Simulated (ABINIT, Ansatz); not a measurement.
**AlN (P6_3mc): one start, several treatments of the self-energy**

How much does the gap of AlN (P6_3mc) depend on the approximation to the self-energy?

Calculated with ABINIT 10.8.3; PBE and many-body steps on it, plane waves.

Most raw output is cut from this account.

The database entry behind the starting cell differs from later determinations by our own check (inner coordinate u about 0.002 short), so it need not match the best structure at ambient conditions.

### Step 1. Set-up

The structure is hexagonal, space group P6_3mc (No. 186). Conventional cell: a = 3.113 Å, b = 3.113 Å, c = 4.981 Å, α = 90.00°, β = 90.00°, γ = 120.00°. Al has 4 N at 1.89 Å nearest. Nearest to N lie 4 Al at 1.89 Å. Farther neighbours and most contacts between anions are not listed.

Coordinates:

```cif
data_structure
_symmetry_space_group_name_H-M 'P 1'
_symmetry_Int_Tables_number 1
_cell_length_a 3.1130
_cell_length_b 3.1130
_cell_length_c 4.9810
_cell_angle_alpha 90.000
_cell_angle_beta 90.000
_cell_angle_gamma 120.000
_cell_volume 41.80
loop_
_atom_site_label
_atom_site_type_symbol
_atom_site_fract_x
_atom_site_fract_y
_atom_site_fract_z
_atom_site_occupancy
Al1 Al 0.33333 0.66667 0.00000 1
Al2 Al 0.66667 0.33333 0.50000 1
N3 N 0.33333 0.66667 0.38000 1
N4 N 0.66667 0.33333 0.88000 1
```

The cell and positions come from the Crystallography Open Database and are kept as given unless a step says otherwise.

### Step 2. Empty states on the mesh, 6×6×4 mesh, 559 bands

This step: ABINIT 10.8.3; DFT, PBE, plane waves, norm-conserving pseudopotentials.

The sums over transitions need many empty states on a uniform mesh; this step solves for them.

Contents of run.abi:

```
acell 3*1.0 Angstrom
rprim 
  3.113000000011 -0.000000000003 0.000000000000
  -1.556500000003 2.695937081992 0.000000000000
  0.000000000000 0.000000000000 4.981000000000
ntypat 2
znucl 13 7
natom 4
typat 1 1 2 2
xred 
  0.333333333333 0.666666666667 0.000000000000
  0.666666666667 0.333333333333 0.500000000000
  0.333333333333 0.666666666667 0.380000000000
  0.666666666667 0.333333333333 0.880000000000
pp_dirpath "pseudos"
pseudos "Al.upf, N.upf"
ecut 36
ngkpt 6 6 4
nshiftk 1
shiftk 0 0 0
kptopt 1
chksymbreak 0
irdden 1
istwfk *1
nband 559
prtvol 0
optdriver 6
gwr_task "HDIAGO"
paral_kgb 0
occopt 1
indata_prefix "in"
outdata_prefix "out"
tmpdata_prefix "tmp"
```

On the command line:

```console
OMP_NUM_THREADS=1 mpirun -n 4 abinit run.abi > log
```

Elapsed: 1.9 min, on 4 MPI ranks of Arm Neoverse V1, shared host; peak memory 2.2 GiB; 7.6 min of CPU time.

This step gave:

```yaml
gap: 4.220 eV
k_of_the_valence_top: 0, 0, 0
k_of_the_conduction_bottom: 0, 0, 0
least_direct_gap: 4.220 eV
k_points_computed: 21
lowest_point_of_the_top_converged_band_above_the_valence_top: 301.7899 eV
```

On this mesh the gap is 4.220 eV.

The density comes from a self-consistent run that is not shown.

### Step 3. Screening, 6×6×4 mesh, 229 bands, screening to 247.6 eV

The RPA dielectric matrix is built and inverted for each q.

This step: RPA screening on PBE, plane waves, norm-conserving pseudopotentials.

Changes to run.abi since step 2:

```diff
@@ -22,10 +22,11 @@
 chksymbreak 0
-irdden 1
 istwfk *1
-nband 559
-prtvol 0
-optdriver 6
-gwr_task "HDIAGO"
-paral_kgb 0
 occopt 1
+irdwfk 1
+optdriver 3
+nband 229
+ecuteps 9.1
+inclvkb 2
+awtr 1
+symchi 1
 indata_prefix "in"
```

The job ended after 7.4 min (4 MPI ranks; peak memory 2.5 GiB).

This step gave:

```yaml
eps_infinity_with_local_fields_on_this_mesh_along_the_program_s_q_direction: 4.213
the_same_without_local_fields: 4.643
plasma_frequency: 22.97 eV
plane_waves_in_the_screening_matrix: 373
```

Local fields lower ε∞ by 9 %.

### Step 4. G0W0, Godby-Needs plasmon pole

The self-energy is evaluated for the states that the input lists, and the levels follow from it, in one-shot runs by the linearised quasiparticle equation.

This step: G0W0 on PBE, plane waves, norm-conserving pseudopotentials.

Changes to run.abi since step 3:

```diff
@@ -25,8 +25,15 @@
 irdwfk 1
-optdriver 3
+optdriver 4
 nband 229
+gwcalctyp 0
+ecutsigx 36
+symsigma 1
+nkptgw 1
+kptgw 
+  0.0000000000 0.0000000000 0.0000000000
+bdgw 
+  6 10
 ecuteps 9.1
-inclvkb 2
-awtr 1
-symchi 1
+irdscr 1
+ppmodel 1
 indata_prefix "in"
```

Elapsed: 43 s, on 4 MPI ranks; peak memory 2.9 GiB; 2.8 min of CPU time.

This step gave:

```
G0W0 gap on the points computed              : 5.629 eV
starting gap on the mesh                     : 4.220 eV
k of the valence top                         : 0, 0, 0
k of the conduction bottom                   : 0, 0, 0
Z at the valence top                         : 0.786
Z at the conduction bottom                   : 0.817
least direct G0W0 gap on the computed points : 5.629 eV
```

The gap on the mesh goes from 4.22 eV to 5.63 eV, a correction of +1.41 eV.

### Step 5. G0W0, Hybertsen-Louie plasmon pole

Changes to run.abi since step 4:

```diff
@@ -37,3 +37,3 @@
 irdscr 1
-ppmodel 1
+ppmodel 2
 indata_prefix "in"
```

The job ended after 41 s (4 MPI ranks; peak memory 2.7 GiB; 2.8 min of CPU time).

This step gave:

```
G0W0 gap on the points computed              : 5.746 eV
starting gap on the mesh                     : 4.220 eV
k of the valence top                         : 0, 0, 0
k of the conduction bottom                   : 0, 0, 0
Z at the valence top                         : 0.825
Z at the conduction bottom                   : 0.846
least direct G0W0 gap on the computed points : 5.746 eV
```

Against G0W0 in ABINIT (6×6×4 mesh, 229 bands, screening to 247.6 eV, Godby-Needs plasmon pole), the gap moves by +0.117 eV.

### Step 6. G0W0, Engel-Farid plasmon pole

Changes to run.abi since step 5:

```diff
@@ -37,3 +37,3 @@
 irdscr 1
-ppmodel 2
+ppmodel 4
 indata_prefix "in"
```

Elapsed: 20 s, on 4 MPI ranks; peak memory 2.3 GiB.

Numbers from this step:

| Item | Value |
| --- | --- |
| G0W0 gap on the points computed | 5.752 eV |
| starting gap on the mesh | 4.220 eV |
| k of the valence top | 0, 0, 0 |
| k of the conduction bottom | 0, 0, 0 |
| least direct G0W0 gap on the computed points | 5.752 eV |

Against G0W0 in ABINIT (6×6×4 mesh, 229 bands, screening to 247.6 eV, Godby-Needs plasmon pole), the gap moves by +0.123 eV.

### Step 7. One-shot Hartree-Fock

This step: one-shot Hartree-Fock on PBE, plane waves, norm-conserving pseudopotentials.

Changes to run.abi since step 6:

```diff
@@ -26,4 +26,4 @@
 optdriver 4
-nband 229
-gwcalctyp 0
+nband 12
+gwcalctyp 5
 ecutsigx 36
@@ -35,5 +35,4 @@
   6 10
-ecuteps 9.1
-irdscr 1
-ppmodel 4
+ixc_sigma 40
+fftgw 31
 indata_prefix "in"
```

Run time: 2.5 s. Hardware: 4 MPI ranks; peak memory 0.13 GiB.

This step gave:

```
quasiparticle gap on the points computed              : 12.65 eV
starting gap on the mesh                              : 4.220 eV
k of the valence top                                  : 0, 0, 0
k of the conduction bottom                            : 0, 0, 0
least direct quasiparticle gap on the computed points : 12.65 eV
```

Against G0W0 in ABINIT (6×6×4 mesh, 229 bands, screening to 247.6 eV, Godby-Needs plasmon pole), the gap moves by +7.017 eV.

### Step 8. Screening, 6×6×4 mesh, 229 bands, screening to 247.6 eV

This step: RPA screening on PBE, plane waves, norm-conserving pseudopotentials.

Changes to run.abi since step 7:

```diff
@@ -25,14 +25,14 @@
 irdwfk 1
-optdriver 4
-nband 12
-gwcalctyp 5
-ecutsigx 36
-symsigma 1
-nkptgw 1
-kptgw 
-  0.0000000000 0.0000000000 0.0000000000
-bdgw 
-  6 10
-ixc_sigma 40
-fftgw 31
+optdriver 3
+nband 229
+ecuteps 9.1
+inclvkb 2
+awtr 1
+symchi 1
+gwcalctyp 2
+nfreqre 16
+freqremax 40 eV
+nfreqim 8
+spmeth 1
+nomegasf 120
 indata_prefix "in"
```

The job ended after 17 min (4 MPI ranks; peak memory 3.1 GiB; 67 min of CPU time).

This step gave:

```
ε∞ with local fields, on this mesh, along the program's q direction : 4.246
the same without local fields                                       : 4.682
plasma frequency                                                    : 22.97 eV
plane waves in the screening matrix                                 : 373
```

### Step 9. G0W0, contour deformation

This step: G0W0 on PBE, plane waves, norm-conserving pseudopotentials.

Changes to run.abi since step 8:

```diff
@@ -25,14 +25,15 @@
 irdwfk 1
-optdriver 3
+optdriver 4
 nband 229
+gwcalctyp 2
+ecutsigx 36
+symsigma 1
+nkptgw 1
+kptgw 
+  0.0000000000 0.0000000000 0.0000000000
+bdgw 
+  6 10
 ecuteps 9.1
-inclvkb 2
-awtr 1
-symchi 1
-gwcalctyp 2
-nfreqre 16
-freqremax 40 eV
-nfreqim 8
-spmeth 1
-nomegasf 120
+irdscr 1
+gwmem 01
 indata_prefix "in"
```

Wall time 26 s (4 MPI ranks); peak memory 2.3 GiB.

This step gave:

```yaml
g0w0_gap_on_the_points_computed: 5.667 eV
starting_gap_on_the_mesh: 4.220 eV
k_of_the_valence_top: 0, 0, 0
k_of_the_conduction_bottom: 0, 0, 0
least_direct_g0w0_gap_on_the_computed_points: 5.667 eV
```

Against G0W0 in ABINIT (6×6×4 mesh, 229 bands, screening to 247.6 eV, Godby-Needs plasmon pole), the gap moves by +0.038 eV.

### Step 10. The runs together

Times are wall times on 4 MPI ranks of Arm Neoverse V1, shared host, good to a factor of about two. A run's time includes the screening step that it read.

```tsv
run	mesh	bands	screening cutoff (eV)	DFT gap (eV)	gap on the mesh (eV)	direct (eV)	ε∞ used	time
G0W0, Godby-Needs plasmon pole	6×6×4	229	247.6	4.220	5.629	5.629	4.21	8.1 min
G0W0, Hybertsen-Louie plasmon pole	6×6×4	229	247.6	4.220	5.746	5.746	4.21	8 min
G0W0, Engel-Farid plasmon pole	6×6×4	229	247.6	4.220	5.752	5.752	4.21	7.7 min
one-shot Hartree-Fock	6×6×4	-	-	4.220	12.646	12.646	-	2.5 s
G0W0, contour deformation	6×6×4	229	247.6	4.220	5.667	5.667	4.25	17 min
```

### Step 11. Summary of results

```yaml
g0w0_godby_needs_plasmon_pole: 5.629 eV
g0w0_hybertsen_louie_plasmon_pole: 5.746 eV
g0w0_engel_farid_plasmon_pole: 5.752 eV
one_shot_hartree_fock: 12.646 eV
g0w0_contour_deformation: 5.667 eV
known_limits: not at the basis limit
```

G0W0, Hybertsen-Louie plasmon pole: +0.117 eV against G0W0, Godby-Needs plasmon pole. G0W0, Engel-Farid plasmon pole: +0.123 eV against G0W0, Godby-Needs plasmon pole. One-shot Hartree-Fock: +7.017 eV against G0W0, Godby-Needs plasmon pole. G0W0, contour deformation: +0.038 eV against G0W0, Godby-Needs plasmon pole. Bare exchange alone opens the gap to 12.65 eV; against G0W0, correlation takes back 7.02 eV. Bands and cutoff are finite, so the gap is not at the basis limit. The miss can reach some tenths of an eV and take either sign; the mesh is an error of its own. In the G0W0 runs levels were corrected at 1 k point alone, so a gap called «on the mesh» is the least over those, and an edge elsewhere would be missed.

[Paths, hosts, dates, memory and timing lines, banners, echoed tables and standing remarks are left out of the program output.]

[Logs are printed without paths, hosts, clocks, repeated set-up lines and the standing remarks that a program may print on its own settings, such as how far it seeks lower states.]

[Runs of the session that timed out or met a known fault of the program may be left out.]

[Hosts, paths, dates, database ids (printed as entryN), source tags and the programs' standing remarks are cut or masked in the printed files.]

[G0W0 gaps are taken among the corrected bands and points alone; a level outside them can change the order at an edge.]

[Where Ansatz stands beside ABINIT at settings called matched, ABINIT's density can come from a denser mesh and the files from another edition; pairs whose starting gaps differed by over 0.03 eV were left out, so agreement reads better than it is.]
